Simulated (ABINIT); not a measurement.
# MoS2 (P6_3/mmc): G0W0 in ABINIT against the exchange cutoff, part 2 of 2

How does the gap of MoS2 (P6_3/mmc) converge in the exchange cutoff?

ABINIT 10.8.3; PBE and many-body steps on it, plane waves. Known limits of the many-body steps: not at the basis limit; no spin-orbit coupling; coarse k mesh.

So far. Step 2 (Screening, 6×6×1 mesh, 106 bands, screening to 130.6 eV): Local fields lower ε∞ by 11 %. On a Γ-centred mesh this coarse the value itself is usually too large, while a short band sum pulls it down.

The database entry behind the starting cell differs from later determinations by our own check (about 0.3 % long), so it need not match the best structure at ambient conditions.

## (5) 14.4 Ha

Level of this step: G0W0 on PBE, plane waves, norm-conserving pseudopotentials (ABINIT).

The self-energy is evaluated for the states that the input lists, and the levels follow from it, in one-shot runs by the linearised quasiparticle equation.

Input file run.abi:

```
acell 3*1.0 Angstrom
rprim 
  3.169000000004 -0.000000000001 0.000000000000
  -1.584500000001 2.744434504597 0.000000000000
  0.000000000000 0.000000000000 12.324000000000
ntypat 2
znucl 42 16
natom 6
typat 1 1 2 2 2 2
xred 
  0.333333333333 0.666666666667 0.250000000000
  0.666666666667 0.333333333333 0.750000000000
  0.333333333333 0.666666666667 0.623000000000
  0.666666666667 0.333333333333 0.123000000000
  0.333333333333 0.666666666667 0.877000000000
  0.666666666667 0.333333333333 0.377000000000
pp_dirpath "pseudos"
pseudos "Mo.upf, S.upf"
ecut 36
ngkpt 6 6 1
nshiftk 1
shiftk 0 0 0
kptopt 1
chksymbreak 0
istwfk *1
occopt 1
irdwfk 1
optdriver 4
nband 106
gwcalctyp 0
ecutsigx 14.4
symsigma 1
nkptgw 3
kptgw 
  0.0000000000 0.0000000000 0.0000000000
  0.1666666667 0.1666666667 0.0000000000
  0.3333333333 0.3333333333 0.0000000000
bdgw 
  25 28
  25 28
  25 28
ecuteps 4.8
irdscr 1
ppmodel 1
indata_prefix "in"
outdata_prefix "out"
tmpdata_prefix "tmp"
```

The run is started by

```sh
$ OMP_NUM_THREADS=1 mpirun -n 8 abinit run.abi > log
```

What it wrote:

```text
.Version 10.8.3 of ABINIT. v10.8.2 released Aug 2026.

 Symmetries : space group P6_3/m m c (#194); Bravais hP (primitive hexag.)
[... echo of the input left out ...]
== DATASET  1 ==================================================================
-   mpi_nproc: 8, omp_nthreads: 1 (-1 if OMP is not activated)

--- !DatasetInfo
iteration_state: {dtset: 1, }
dimensions: {natom: 6, nkpt: 7, mband: 106, nsppol: 1, nspinor: 1, nspden: 1, mpw: 7481, }
cutoff_energies: {ecut:  36.0, pawecutdg:  -1.0, }
[...]
Band     E0 <VxcDFT>   SigX SigC(E0)      Z dSigC/dE  Sig(E)    E-E0       E
[...]
27   9.486 -17.609 -13.308  -2.848   0.776  -0.288 -16.481   1.128  10.614
       28   9.486 -17.609 -13.308  -2.848   0.776  -0.288 -16.481   1.128  10.614

== END DATASET(S) ==============================================================
================================================================================

 -outvars: echo values of variables after computation  --------
           etotal      0.0000000000E+00
            nband         106
             nkpt           7
          spgroup         194
 [... the other variables as echoed above ...]

 Calculation completed.
```

It took 17 s on 8 MPI ranks of Arm Neoverse V1, shared host; peak memory 1.7 GiB; 2.3 min of CPU time.

Numbers from this step:

- G0W0 gap on the points computed: 1.191 eV
- starting gap on the mesh: 0.8887 eV
- k of the valence top: 0, 0, 0
- k of the conduction bottom: 0.1667, 0.1667, 0
- least direct G0W0 gap on the computed points: 2.193 eV

The gap on the mesh goes from 0.89 eV to 1.19 eV, a correction of +0.30 eV.

## (6) 25.2 Ha

Edit run.abi of step 5 so:

```diff
@@ -30,3 +30,3 @@
 gwcalctyp 0
-ecutsigx 14.4
+ecutsigx 25.2
 symsigma 1
```

What it wrote:

```text
.Version 10.8.3 of ABINIT. v10.8.2 released Aug 2026.

 Symmetries : space group P6_3/m m c (#194); Bravais hP (primitive hexag.)
[... echo of the input left out ...]
== DATASET  1 ==================================================================
-   mpi_nproc: 8, omp_nthreads: 1 (-1 if OMP is not activated)

--- !DatasetInfo
iteration_state: {dtset: 1, }
dimensions: {natom: 6, nkpt: 7, mband: 106, nsppol: 1, nspinor: 1, nspden: 1, mpw: 7481, }
cutoff_energies: {ecut:  36.0, pawecutdg:  -1.0, }
[...]
Band     E0 <VxcDFT>   SigX SigC(E0)      Z dSigC/dE  Sig(E)    E-E0       E
[...]
27   9.486 -17.609 -13.375  -2.848   0.776  -0.288 -16.534   1.075  10.561
       28   9.486 -17.609 -13.375  -2.848   0.776  -0.288 -16.534   1.075  10.561

== END DATASET(S) ==============================================================
================================================================================

 -outvars: echo values of variables after computation  --------
           etotal      0.0000000000E+00
            nband         106
             nkpt           7
          spgroup         194
 [... the other variables as echoed above ...]

 Calculation completed.
```

It took 17 s on 8 MPI ranks; peak memory 1.7 GiB; 2.3 min of CPU time.

This step gave:

```
G0W0 gap on the points computed              : 1.192 eV
starting gap on the mesh                     : 0.8887 eV
k of the valence top                         : 0, 0, 0
k of the conduction bottom                   : 0.1667, 0.1667, 0
least direct G0W0 gap on the computed points : 2.183 eV
```

Against the run before, the gap moves by +0.001 eV.

## (7) 36 Ha

Edit run.abi of step 6 so:

```diff
@@ -30,3 +30,3 @@
 gwcalctyp 0
-ecutsigx 25.2
+ecutsigx 36
 symsigma 1
```

What it wrote:

```text
.Version 10.8.3 of ABINIT. v10.8.2 released Aug 2026.

 Symmetries : space group P6_3/m m c (#194); Bravais hP (primitive hexag.)
[... echo of the input left out ...]
== DATASET  1 ==================================================================
-   mpi_nproc: 8, omp_nthreads: 1 (-1 if OMP is not activated)

--- !DatasetInfo
iteration_state: {dtset: 1, }
dimensions: {natom: 6, nkpt: 7, mband: 106, nsppol: 1, nspinor: 1, nspden: 1, mpw: 7481, }
cutoff_energies: {ecut:  36.0, pawecutdg:  -1.0, }
[...]
Band     E0 <VxcDFT>   SigX SigC(E0)      Z dSigC/dE  Sig(E)    E-E0       E
[...]
27   9.486 -17.609 -13.378  -2.848   0.776  -0.288 -16.536   1.073  10.559
       28   9.486 -17.609 -13.378  -2.848   0.776  -0.288 -16.536   1.073  10.559

== END DATASET(S) ==============================================================
================================================================================

 -outvars: echo values of variables after computation  --------
           etotal      0.0000000000E+00
            nband         106
             nkpt           7
          spgroup         194
 [... the other variables as echoed above ...]

 Calculation completed.
```

Run time: 18 s. Hardware: 8 MPI ranks; peak memory 1.7 GiB; 2.4 min of CPU time.

This step gave:

* G0W0 gap on the points computed: 1.192 eV
* starting gap on the mesh: 0.8887 eV
* k of the valence top: 0, 0, 0
* k of the conduction bottom: 0.1667, 0.1667, 0
* least direct G0W0 gap on the computed points: 2.183 eV

Against the run before, the gap moves by +0.000 eV.

## (8) The runs together

Times are wall times on 8 MPI ranks of Arm Neoverse V1, shared host, good to a factor of about two. A run's time includes the screening step that it read.

| run | mesh | bands | screening cutoff (eV) | DFT gap (eV) | gap on the mesh (eV) | direct (eV) | ε∞ used | time |
| --- | --- | --- | --- | --- | --- | --- | --- | --- |
| 3.6 Ha | 6×6×1 | 106 | 130.6 | 0.889 | 1.022 | 2.192 | 14.48 | 62 s |
| 7.2 Ha | 6×6×1 | 106 | 130.6 | 0.889 | 1.159 | 2.306 | 14.48 | 67 s |
| 14.4 Ha | 6×6×1 | 106 | 130.6 | 0.889 | 1.191 | 2.193 | 14.48 | 67 s |
| 25.2 Ha | 6×6×1 | 106 | 130.6 | 0.889 | 1.192 | 2.183 | 14.48 | 67 s |
| 36 Ha | 6×6×1 | 106 | 130.6 | 0.889 | 1.192 | 2.183 | 14.48 | 68 s |

## (9) Outcome

```json
{
  "3.6 Ha": "1.022 eV",
  "7.2 Ha": "1.159 eV",
  "14.4 Ha": "1.191 eV",
  "25.2 Ha": "1.192 eV",
  "36 Ha": "1.192 eV",
  "known limits": "not at the basis limit; no spin-orbit coupling; coarse k mesh"
}
```

**Reading.** The setting moved: exchange cutoff. From 3.6 Ha to 36 Ha the gap moves by +0.17 eV. It holds to 0.03 eV from 14.4 Ha on. Bands and screening cutoff are coupled, so a series along one setting does not show full convergence. Below the screening cutoff the correlation part is cut too. Bands and cutoff are finite, so the gap is not at the basis limit. The miss can reach some tenths of an eV and take either sign; the mesh is an error of its own. In the first G0W0 run levels were corrected at 3 k points alone, so a gap called «on the mesh» is the least over those, and an edge elsewhere would be missed. The 6×6×1 mesh is coarse for this cell, which bears on the long-range parts of exchange and screening. The many-body steps are scalar-relativistic: spin-orbit coupling is not in them.

[Paths, hosts, dates, memory and timing lines, banners, echoed tables and standing remarks are left out of the program output.]

[Logs are printed without paths, hosts, clocks, repeated set-up lines and the standing remarks that a program may print on its own settings, such as how far it seeks lower states.]

[Runs of the session that timed out or met a known fault of the program may be left out.]

[No measured gap is set beside runs whose start may be inverted or whose files or cutoffs have a known fault.]

[Hosts, paths, dates, database ids (printed as entryN), source tags and the programs' standing remarks are cut or masked in the printed files.]

[G0W0 gaps are taken among the corrected bands and points alone; a level outside them can change the order at an edge.]

[Where Ansatz stands beside ABINIT at settings called matched, ABINIT's density can come from a denser mesh and the files from another edition; pairs whose starting gaps differed by over 0.03 eV were left out, so agreement reads better than it is.]
